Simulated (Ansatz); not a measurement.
# PtC (model cell, started as wurtzite): a soft mode frozen in

Wanted: the energy along a soft mode of PtC (model cell, started as wurtzite) and the structure at the end.

Calculated with Ansatz 0.2.0; DFT LDA, scalar-relativistic, plane waves, PAW.

The structure was built from a prototype and need not be the compound's stable phase.

**1. Starting point**

Symmetry: P6_3mc, No. 186, hexagonal system. Conventional cell: a = 3.159 Å, b = 3.159 Å, c = 5.778 Å, α = 90.00°, β = 90.00°, γ = 120.00°. Pt has 4 C at 1.99 to 2.08 Å nearest. C has 4 Pt at 1.99 to 2.08 Å nearest. Farther neighbours are not listed.

**2. The dispersion**

The cell comes from relaxations at this level that are not shown. Stability and thermal properties need the whole zone. Linear response on a 2×2×2 q mesh gives force constants as far as a supercell of that size would.

The input, input.yaml:

```yaml
crystal:
  lattice:
    - [3.1586945863, 0.0, 0.0]
    - [-1.5793472931, 2.7355097545, 0.0]
    - [0.0, 0.0, 5.7777226681]
  atoms:
    - { symbol: Pt, position: [0.3333333333, 0.6666666667, 0.0073871743] }
    - { symbol: Pt, position: [0.6666666667, 0.3333333333, 0.5073871743] }
    - { symbol: C, position: [0.3333333333, 0.6666666667, 0.3676128257] }
    - { symbol: C, position: [0.6666666667, 0.3333333333, 0.8676128257] }
kpoints:
  mp_grid: { grid: [16, 16, 8] }
hamiltonian:
  xc: lda
scf:
  occupations: { method: methfessel_paxton, width: 0.15 }
output:
  eigenvalues: true
phonons:
  method: dfpt
  qmesh: [2, 2, 2]
  temperatures: { t_max: 1000, t_step: 50 }
  qpath:
    path:
      - [[0.0, 0.0, 0.0], [0.5, 0.0, 0.0], [0.33333333, 0.33333333, 0.0], [0.0, 0.0, 0.0], [0.0, 0.0, 0.5], [0.5, 0.0, 0.5], [0.33333333, 0.33333333, 0.5], [0.0, 0.0, 0.5]]
      - [[0.5, 0.0, 0.5], [0.5, 0.0, 0.0]]
      - [[0.33333333, 0.33333333, 0.5], [0.33333333, 0.33333333, 0.0]]
    npoints: 10
```

Started as:

```bash
> ansatz run input.yaml --threads 4 --pin off --max-ram 7168MiB --backend cpu --events-out ev --progress --plain --runs-dir out
```

Numbers of over 12 decimals in the logs are rounded to 6 here.

What it wrote:

```text
Warning: phonons: the dynamical matrix that this run interpolates holds no multipole term above the dipole-dipole one, and a site of this crystal is no centre of inversion, so its interpolated transverse optical and acoustic branches and sound speeds can stay off near Gamma, and the density of states and the thermodynamics with them. What a run solves at a wave vector of phonons.qpoints, Gamma apart, where the deck admits one, is free of this, and under fd what a larger phonons.supercell samples
Engine: ansatz 0.2.0, aarch64-unknown-linux-gnu
Pseudopotentials: kind: paw
Pseudopotential: Pt, paw, valence charge 18, recommended cutoff 420 eV (normal), Pt.paw.azcp
Pseudopotential: C, paw, valence charge 4, recommended cutoff 420 eV (normal), C.paw.azcp
Functional definition: SPW92
  exchange = slater_x
  correlation = pw_c
Crystal: 4 atoms, lattice volume = 49.923 Å³
Basis set: ecut = 420 eV, 931 PW (Γ), exchange–correlation on 48×48×80 points (8 copies of the dense FFT grid, shifted against one another)
Bands: 27, of which v1, the nominal top of the filled ones, is band 22 counted from 1 (21 counted from 0)
Symmetry: 12 space group operations
k-points: 150 of 2048 (time reversal used)
Non-local potential: Pt, projectors of the file, l = 0: 3, l = 1: 2, l = 2: 2, l = 3: 1
Non-local potential: C, projectors of the file, l = 0: 2, l = 1: 2, l = 2: 1
PAW form: soft (Blöchl's): semilocal exchange-correlation on the pseudo side does not see the compensation charge
PAW frozen core: Pt, regenerated for the run's functional, and the local potential with it (the file was generated under x = pbe(κ = 0.804, μ = 0.219515), c = pbe(β = 0.066725))
PAW frozen core: C, regenerated for the run's functional, and the local potential with it (the file was generated under x = pbe(κ = 0.804, μ = 0.219515), c = pbe(β = 0.066725))
PAW one-centre angular grid: Pt, 590 points (default); XC on 64 Gauss nodes
PAW one-centre angular grid: C, 110 points (default); XC on 64 Gauss nodes
Initial density: superposition of atomic densities (neutral atoms: chi_scale 0, normalization atom), corrected by the library's trained network
Initial wavefunctions: pseudopotential atomic-orbital guess
Functional: x = slater, c = lda
SCF iter   1: F=—  HF=-24972.177842 eV  |F-HF|=—  |Δ(HF+E_count)|=         —  Δρ=1.08e-2  dr2=3.98e-2  ethr=1.77e-3  ⟨swp⟩=5.4  Hψ=15718  notcnv=0
preconditioner: auto → Kerker (q_TF=auto, 2.671 Å⁻¹)  [metal: Δε(μ)=0.003 eV  Ē_g=9.000 eV  σ=0.150 eV  W_gap=0.02  n_scr=22 (ndim 8)  ℏωp=27.8 eV  f_vac=0.001  D(μ)=1.11/eV (n_scr^D=2)]
SCF iter   2: F=—  HF=-24972.168684 eV  |F-HF|=—  |Δ(HF+E_count)|=   9.16e-3  S|Δr|=    0.00e0  Δρ=5.50e-3  dr2=1.03e-2  ethr=9.04e-5  ⟨swp⟩=1.7  Hψ=6447  notcnv=0
SCF iter   3: F=—  HF=-24972.165397 eV  |F-HF|=—  |Δ(HF+E_count)|=   3.29e-3  S|Δr|=    0.00e0  Δρ=9.29e-4  dr2=5.02e-4  ethr=2.33e-5  ⟨swp⟩=2.0  Hψ=5752  notcnv=0
SCF iter   4: F=—  HF=-24972.165283 eV  |F-HF|=—  |Δ(HF+E_count)|=   1.15e-4  S|Δr|=    0.00e0  Δρ=2.29e-4  dr2=2.66e-5  ethr=1.14e-6  ⟨swp⟩=2.1  Hψ=5599  notcnv=0
SCF iter   5: F=—  HF=-24972.165282 eV  |F-HF|=—  |Δ(HF+E_count)|=   6.06e-7  S|Δr|=    0.00e0  Δρ=5.20e-5  dr2=1.43e-6  ethr=6.04e-8  ⟨swp⟩=1.9  Hψ=5740  notcnv=0
SCF iter   6: F=—  HF=-24972.165284 eV  |F-HF|=—  |Δ(HF+E_count)|=   1.74e-6  S|Δr|=    0.00e0  Δρ=1.38e-5  dr2=8.95e-8  ethr=3.25e-9  ⟨swp⟩=2.5  Hψ=6302  notcnv=0
SCF iter   7: F=—  HF=-24972.165284 eV  |F-HF|=—  |Δ(HF+E_count)|=   5.33e-9  S|Δr|=    0.00e0  Δρ=3.22e-6  dr2=5.40e-9  ethr=2.03e-10  ⟨swp⟩=2.7  Hψ=7083  notcnv=0
SCF iter   8: F=—  HF=-24972.165284 eV  |F-HF|=—  |Δ(HF+E_count)|=  2.18e-10  S|Δr|=    0.00e0  Δρ=5.87e-7  dr2=1.44e-10  ethr=1.23e-11  ⟨swp⟩=2.1  Hψ=5999  notcnv=0
SCF iter   9: F=-24972.165284 eV  HF=-24972.165284 eV  |F-HF|=3.64e-12  |Δ(HF+E_count)|=  3.27e-11  S|Δr|=    0.00e0  Δρ=1.15e-7  dr2=4.70e-12  ethr=1.00e-12  ⟨swp⟩=7.0  Hψ=17854  notcnv=0
SCF 1 converged in 9 iterations: F = -24972.165284 eV  dr2 = 4.70e-12
  greatest PAW one-centre occupation: 1.000 electrons in one spin orbital (limit 2), on the Pt atom at site 1 (counted from 0), in its partial waves of l = 0
Initial density: read from a saved state, or passed on in memory by an earlier SCF of this step, an earlier step, the calling program or the single point that the run made first
iter 1 solved again at ethr=9.49e-8 eV; its pass at ethr=3.10e-3 eV (dr2=4.18e-5 eV) is discarded
SCF iter   1: F=—  HF=-24972.165284 eV  |F-HF|=—  |Δ(HF+E_count)|=         —  Δρ=5.69e-7  dr2=7.93e-11  ethr=9.49e-8  ⟨swp⟩=3.0  Hψ=25564  notcnv=0
eigensolver tolerance schedule: the retry pair's looser diagonalisation over-reported the residual by 526161.40 of it (diagonalisation noise at an unbounded share of the residual, at the tolerance the schedule requests for it); recorded, not acted on — ethr = c·dr2/N_el stays at c = 1.0e-1
preconditioner: auto → Kerker (q_TF=auto, 2.671 Å⁻¹)  [metal: Δε(μ)=0.005 eV  Ē_g=9.006 eV  σ=0.150 eV  W_gap=0.03  n_scr=22 (ndim 8)  ℏωp=27.8 eV  f_vac=0.000  D(μ)=1.09/eV (n_scr^D=2)]
SCF iter   2: F=—  HF=-24972.165284 eV  |F-HF|=—  |Δ(HF+E_count)|=   2.46e-7  S|Δr|=    0.00e0  Δρ=2.37e-7  dr2=1.22e-11  ethr=1.00e-12  ⟨swp⟩=3.7  Hψ=11202  notcnv=0
SCF iter   3: F=-24972.165284 eV  HF=-24972.165284 eV  |F-HF|=2.55e-11  |Δ(HF+E_count)|=  2.18e-11  S|Δr|=    0.00e0  Δρ=1.58e-7  dr2=5.70e-12  ethr=1.00e-12  ⟨swp⟩=2.8  Hψ=9034  notcnv=0
SCF 2 converged in 3 iterations: F = -24972.165284 eV  dr2 = 5.70e-12
phonons: the bands overlap, so this run is a metal and interpolates without the dipole-dipole term. If the crystal is really an insulator or semiconductor, its LO-TO splitting is missing
NSCF: frozen V_eff on 150 k-points
WARN: eigensolver did not converge (k=148): 1 band(s) unlocked after 20 sweeps at ethr=1.77e-12 eV (storage-precision floor; scheduled 1.00e-12 eV) (lowest unlocked band 26, counted from 0; max residual 4.95e-5 eV among the unlocked bands, 4.95e-5 eV over every band; other slots of this pass that fall short are told together in one closing line; warning suppressed until the next SCF loop or pass starts)
WARN: eigensolver did not converge in 2 slots of this pass, the one above among them; of largest residual over every band (k=148): 1 band(s) unlocked (lowest unlocked band 26, counted from 0; max residual 4.95e-5 eV among the unlocked bands, 4.95e-5 eV over every band); of lowest unlocked band (k=148): band 26
NSCF: frozen V_eff on 554 k-points
DFPT response loops at q = (0, 0, 0) (fractional): preconditioner auto → Kerker (q_TF=auto, 2.671 Å⁻¹) (partly filled bands, converged f_vac=0.000); β = 1.00, the filter's whole step (`scf.mixing.beta` (0.50) is not read by the response loops under this deck's `scf.mixing.preconditioner`; to damp them name `kerker` or `kerker_dos`, under which they read `scf.mixing.beta`, and type it under 1.00, their step now; both keys bind the ground state too); Broyden in place of MSR1
NSCF: frozen V_eff on 1108 k-points
DFPT response loops at q = (0, 0, -0.5) (fractional): mixed as the last ones told, above
NSCF: frozen V_eff on 1108 k-points
DFPT response loops at q = (0, -0.5, 0) (fractional): mixed as the last ones told, above
NSCF: frozen V_eff on 1108 k-points
DFPT response loops at q = (0, -0.5, -0.5) (fractional): mixed as the last ones told, above
SCF converged after 9 iterations
Stability not checked: this state was not tested for a lower state beside it, because cold or Methfessel-Paxton smearing, or corrected tetrahedra, fill the levels in a way that the test cannot read (fill_not_monotonic; see scf.lower_state_search)
Free energy (F): -24972.165284 eV
Harris-Foulkes:  -24972.165284 eV  (|F-HF|=3.64e-12)
Internal energy: -24972.167018 eV  (E = F + TS)
E sigma→0 (E₀):  -24972.165717 eV
Entropy (-TS):   0.001735 eV (0.434 meV/atom)
Fermi energy:    16.966893 eV
--- Per-component energies (eV) ---
  E_band       = -471.411387
  E_kinetic    = 1448.592215
  E_local      = -4029.131854  (includes V_loc(G=0)·N_el)
  E_nonlocal   = 467.331283
  E_hartree    = 1484.431613
  E_xc         = -615.284438
  E_vxc        = -722.867790  (∫ρ·V_xc dr)
  E_paw        = -18537.302630  (= ΣΔE_a)
  E_vpaw       = -604.198872  (= ΣTr[D̂ρ^β])
  E_aug_tail   = 0.000408  (compensation charges beyond the density's cutoff)
  E_ewald      = -5191.857021
  E_core_change = 1.053404  (= ΣΔE_core)
  E_smearing   = 0.001735  (= −TS)
  E_closure    = 0.000000  (closes the sum)
  Σ components = -24972.165284   (vs F -24972.165284, Δ=0.00e0)
--- Band table (eV; the first three rows and the last of 150) ---
  k-point 0: bands = [... 18 lower, 13.5775, 13.5775, 14.2275, 19.7256, 19.7549, 19.7549, 21.6492, 22.0060, ... 1 higher]
  k-point 1: bands = [... 18 lower, 13.5528, 13.5528, 14.5459, 19.6591, 19.8199, 19.8199, 21.6508, 21.8955, ... 1 higher]
  k-point 2: bands = [... 18 lower, 13.4781, 13.4781, 15.3710, 19.3589, 20.0143, 20.0143, 21.5962, 21.5962, ... 1 higher]
  k-point 149: bands = [... 18 lower, 14.0121, 14.0121, 15.5342, 15.5342, 16.7038, 16.7038, 18.6393, 18.6393, ... 1 higher]
--- Phonons (Γ-DFPT): 4 representative perturbations + reference (Σ response iterations 14) ---
  ASR residual: 4.334e-5 → 0.000e0 eV/Å²; symmetrization residual: 5.705e-7 eV/Å²
  ASR residual per site (eV/Å²): 4.33e-5 4.33e-5 1.13e-5 1.13e-5
  Γ frequencies (cm⁻¹): 0.00 0.00 0.00 58.61 58.61 146.69 460.27 563.06 563.06 563.44 567.95 567.95
--- Phonons (arbitrary-q DFPT): 4 irreducible q on the 2×2×2 mesh ---
  q = [0.0000, 0.0000, 0.0000] (star 1, of the zone-centre solve; hermiticity 7.49e-8, symmetrization 5.99e-11): -0.00 -0.00 0.00 58.61 58.61 146.69 460.27 563.06 563.06 563.44 567.95 567.95
  q = [0.0000, 0.0000, -0.5000] (star 1, 4 solved perturbations in 1534 linear systems a pass and spin channel, the states on 554 of 2048 k-point pairs; hermiticity 5.26e-5, symmetrization 1.48e-5): 40.55 40.55 40.55 40.55 121.22 121.22 575.23 575.23 575.23 575.23 599.13 599.13
  q = [0.0000, -0.5000, 0.0000] (star 3, 6 solved perturbations on 554 of 2048 k-point pairs; hermiticity 2.72e-7, symmetrization 3.75e-10): -76.02 -40.47 65.20 74.29 119.24 149.76 443.08 516.76 539.66 547.35 621.01 644.97
  q = [0.0000, -0.5000, -0.5000] (star 3, 6 solved perturbations on 554 of 2048 k-point pairs; hermiticity 1.11e-5, symmetrization 4.29e-6): 50.74 50.74 71.46 71.46 128.28 128.28 512.38 512.38 555.50 555.50 629.16 629.16
  sum rule: each row above includes the acoustic sum rule's correction from the zone centre's row sums; it moved no ω² by more than (0.51 cm⁻¹)²
  mesh force constants: q→R imaginary residual 8.29e-18; ASR residual 4.334e-5 → 0.000e0 eV/Å²; symmetrization residual 1.421e-14 eV/Å²
  interpolated dispersion: 93 rows × 12 modes
  density of states and harmonic sums: on the 22×22×12 q-mesh, interpolated from the force constants of a 2×2×2 supercell (no non-analytic term)
  largest difference from the sums on the solved wave vectors: F 6.91e-2 eV, S 9.26e-5 and C_V 2.35e-5 eV/K
  zero-point energy: 0.235913 eV/cell   skipped modes (ω ≤ 0): 306, of them read as no rigid motion or as one in doubt: 303 (8.523e-1 modes/cell left out, lowest -81.93 cm⁻¹)   left out of the sums: 7.11e-2 of the cell's modes: C_V's classical limit lies that fraction below 3 k_B per atom; for a crystal, a wire or a layer, F and S can be off by more, and a phonons.interpolated_qmesh denser along its periods is the remedy for the sampling
```

The job ended after 13 min (4 threads of Arm Neoverse N1, shared host; peak memory 1.9 GiB; 42 min of CPU time).

The column dr2 measures how far the density is from self-consistency, as an energy; F and HF (Harris–Foulkes) agree once it is small.

This step gave:

```yaml
volume_per_atom: 12.48 Å³
gap_on_the_k_mesh: 0 eV
sum_rule_residual_before_enforcement: 4.33e-5 eV/Å²
lowest_frequency_on_the_path: -82.05 cm⁻¹
point_group: 6mm
highest_frequency_on_the_path_or_at_a_solved_wavevector: 645 cm⁻¹
highest_optical_mode_at_the_zone_centre_no_lo_to_term: 568.0 cm⁻¹
lowest_optical_zone_centre_mode: 58.61 cm⁻¹
lowest_mode_on_the_q_mesh_acoustic_modes_at_gamma_apart: -76.02 cm⁻¹
```

Frequencies (cm⁻¹) solved at each irreducible wavevector; negative means imaginary. Frequencies by wavevector, by row:

```tsv
q in reciprocal lattice units	star	mode 1	mode 2	mode 3	mode 4	mode 10	mode 11	mode 12
0 0 0	1	0	0	0	58.6	563.4	568	568
0 0 -0.5	1	40.5	40.5	40.5	40.5	575.2	599.1	599.1
0 -0.5 0	3	-76	-40.5	65.2	74.3	547.4	621	645
0 -0.5 -0.5	3	50.7	50.7	71.5	71.5	555.5	629.2	629.2
```

Interpolated from a 2×2×2 q mesh, rough between the solved points. The phonon branches at the labelled points (cm⁻¹):

```tsv
point	branch 1	branch 2	branch 3	branch 4	branch 9	branch 10	branch 11	branch 12
Γ	0	0	0	59	563	563	568	568
halfway	-57	-12	47	66	551	558	598	610
M	-76	-40	65	74	540	547	621	645
halfway	-78	-49	84	85	556	567	613	630
K	-67	-67	91	96	580	589	602	602
halfway	-71	-18	67	68	558	563	603	608
Γ	0	0	0	59	563	563	568	568
halfway	22	22	54	54	569	572	572	590
A	40	40	40	40	575	575	599	599
halfway	58	58	61	61	566	566	607	607
L	51	51	72	72	556	556	629	629
halfway	44	44	84	84	569	569	618	618
H	38	38	92	92	590	590	597	597
halfway	59	59	66	66	572	572	606	606
A	40	40	40	40	575	575	599	599
jump to L	51	51	72	72	556	556	629	629
halfway	-46	38	68	74	547	552	623	640
M	-76	-40	65	74	540	547	621	645
jump to H	38	38	92	92	590	590	597	597
halfway	-40	-40	91	95	584	591	600	600
K	-67	-67	91	96	580	589	602	602
```

Symmetry leaves 4 wavevectors to solve. The lowest mode among them, the acoustic zeros apart, lies at q = (0, -0.5, 0) and is imaginary, 76.0i cm⁻¹, so the energy falls along it. Between them the interpolated path dips to 82i cm⁻¹.

**3. The mode frozen in, largest atomic shift 0 Å**

The mode followed lies at q = (0, -0.5, 0) with frequency 40.5i cm⁻¹, one of the unstable modes though not the softest. At small amplitude the distorted cell has space group no. 31 by a symmetry search on the positions. The undistorted cell that holds it gives the zero of energy on the same k mesh.

System of this step: PtC (model cell, started as wurtzite). The structure is hexagonal, space group P6_3mc (No. 186). Conventional cell: a = 3.159 Å, b = 3.159 Å, c = 5.778 Å, α = 90.00°, β = 90.00°, γ = 120.00°. Nearest to Pt lie 4 C at 1.99 to 2.08 Å. Nearest to C lie 4 Pt at 1.99 to 2.08 Å. Farther neighbours are not listed.

The input, input.yaml:

```yaml
crystal:
  lattice:
    - [3.1586945863, 0.0, 0.0]
    - [0.0, 5.471019509, 0.0]
    - [0.0, 0.0, 5.7777226681]
  atoms:
    - { symbol: Pt, position: [0.0, 0.3333333333, 0.0073871743] }
    - { symbol: Pt, position: [0.5, 0.8333333333, 0.0073871743] }
    - { symbol: Pt, position: [0.5, 0.1666666667, 0.5073871743] }
    - { symbol: Pt, position: [0.0, 0.6666666667, 0.5073871743] }
    - { symbol: C, position: [0.0, 0.3333333333, 0.3676128257] }
    - { symbol: C, position: [0.5, 0.8333333333, 0.3676128257] }
    - { symbol: C, position: [0.5, 0.1666666667, 0.8676128257] }
    - { symbol: C, position: [0.0, 0.6666666667, 0.8676128257] }
kpoints:
  mp_grid: { grid: [10, 6, 6] }
hamiltonian:
  xc: lda
scf:
  occupations: { method: methfessel_paxton, width: 0.15 }
output:
  forces: true
  stress: true
  eigenvalues: true
```

What it wrote:

```text
[...]
Crystal: 8 atoms, lattice volume = 99.846 Å³
Basis set: ecut = 420 eV, 1927 PW (Γ)
Bands: 53, of which v1, the nominal top of the filled ones, is band 44 counted from 1 (43 counted from 0)
Symmetry: 8 space group operations
[...]
k-points: 96 of 360 (time reversal used)
[...]
k-point 0: bands = [... 40 lower, 14.3107, 14.6388, 15.2491, 15.9469, 16.9818, 18.9289, 19.7244, 19.7546, ... 5 higher]
  k-point 1: bands = [... 40 lower, 14.6312, 14.7784, 15.1254, 16.2144, 17.2396, 18.7462, 19.5936, 19.8700, ... 5 higher]
  k-point 2: bands = [... 40 lower, 14.6741, 14.9438, 16.0890, 16.7937, 17.8792, 18.2285, 18.9447, 19.3874, ... 5 higher]
  k-point 95: bands = [... 40 lower, 14.7876, 14.7876, 14.7876, 14.7876, 17.5131, 17.5131, 17.5131, 17.5131, ... 5 higher]
[key lines of the parts left out:]
SCF converged after 7 iterations
Free energy (F): -49944.308312 eV
Fermi energy:    17.030169 eV
P = ⅓ Tr σ = -0.0576 GPa (-0.576 kbar)
```

Wall time 18 s (4 threads); peak memory 0.59 GiB; 70 s of CPU time.

Numbers from this step:

| Property | Result |
| --- | --- |
| pressure | -0.05761 GPa |
| energy from the undistorted cell | 0 meV/atom |

The run ends at a pressure of -0.06 GPa, with forces up to 0.043 eV/Å.

**4. The mode frozen in, largest atomic shift 0.14 Å**

The atoms are moved along the unstable eigenvector, the largest shift by 0.14 Å, with the cell fixed.

input.yaml, the sections that differ from step 3:

```yaml
crystal:
  lattice:
    - [3.1586945863, 0.0, 0.0]
    - [0.0, 5.471019509, 0.0]
    - [0.0, 0.0, 5.7777226681]
  atoms:
    - { symbol: Pt, position: [0.0, 0.3170256974, -0.0074012991] }
    - { symbol: Pt, position: [0.5, 0.8496409692, 0.0221756477] }
    - { symbol: Pt, position: [0.5, 0.1829743026, 0.4925987009] }
    - { symbol: Pt, position: [0.0, 0.6503590308, 0.5221756477] }
    - { symbol: C, position: [0.0, 0.3393841037, 0.3440689651] }
    - { symbol: C, position: [0.5, 0.8272825629, 0.3911566863] }
    - { symbol: C, position: [0.5, 0.1606158963, 0.8440689651] }
    - { symbol: C, position: [0.0, 0.6727174371, 0.8911566863] }
# kpoints, hamiltonian, scf, output: as in step 3
```

What it wrote:

```text
[...]
Crystal: 8 atoms, lattice volume = 99.846 Å³
Basis set: ecut = 420 eV, 1927 PW (Γ)
Bands: 53, of which v1, the nominal top of the filled ones, is band 44 counted from 1 (43 counted from 0)
Symmetry: 4 space group operations
[...]
k-points: 96 of 360 (time reversal used)
[...]
k-point 0: bands = [... 40 lower, 14.5387, 14.6756, 15.3438, 15.7732, 16.9608, 18.7019, 19.6939, 19.7937, ... 5 higher]
  k-point 1: bands = [... 40 lower, 14.6279, 14.6345, 15.2545, 16.0999, 17.2266, 18.5622, 19.5914, 19.8103, ... 5 higher]
  k-point 2: bands = [... 40 lower, 14.6688, 14.8698, 16.0570, 16.7543, 17.8820, 18.0756, 18.9251, 19.4034, ... 5 higher]
  k-point 95: bands = [... 40 lower, 14.7495, 14.7495, 14.7942, 14.7942, 17.1766, 17.1766, 17.4302, 17.4302, ... 5 higher]
[key lines of the parts left out:]
SCF converged after 7 iterations
Free energy (F): -49944.327520 eV
Fermi energy:    16.936361 eV
P = ⅓ Tr σ = -1.2110 GPa (-12.110 kbar)
```

Wall time 18 s (4 threads); peak memory 0.6 GiB.

This step gave:

* pressure: -1.211 GPa
* energy from the undistorted cell: -2.412 meV/atom

The energy, extrapolated to zero smearing, is -2.41 meV/atom against the undistorted cell.

The run ends at a pressure of -1.21 GPa, with forces up to 0.22 eV/Å.

**5. Energy along the mode, all amplitudes (two of the runs are shown above)**

An imaginary frequency means negative curvature, so the energy should fall and then rise again as anharmonic terms take over.

This step gave:

```yaml
depth_at_the_lowest_point_sampled: 2.412 meV/atom
largest_atomic_shift_at_that_point: 0.14 Å
```

The energy from the parent by largest atomic shift:

```tsv
largest atomic shift (Å)	energy from the parent (meV/atom)
0.0000	0
0.0400	-0.647
0.0800	-2.06
0.1400	-2.41
0.2200	8.71
```

Displacement at unit largest shift by atom:

```tsv
atom	x (Å)	y (Å)	z (Å)	size
Pt1	0.00	-0.64	-0.61	0.88
Pt2	0.00	0.64	0.61	0.88
Pt3	0.00	0.64	-0.61	0.88
Pt4	0.00	-0.64	0.61	0.88
C5	0.00	0.24	-0.97	1.00
C6	0.00	-0.24	0.97	1.00
C7	0.00	-0.24	-0.97	1.00
C8	0.00	0.24	0.97	1.00
```

The lowest of the steps tried is at 0.14 Å, 2.41 meV/atom below the parent; the bottom of the well need not coincide with a step.

(Continued in part 2 of 3.)

[Logs are printed without paths, hosts, clocks, repeated set-up lines and the standing remarks that a program may print on its own settings, such as how far it seeks lower states.]

[Hosts, paths, dates, database ids (printed as entryN), source tags and the programs' standing remarks are cut or masked in the printed files.]
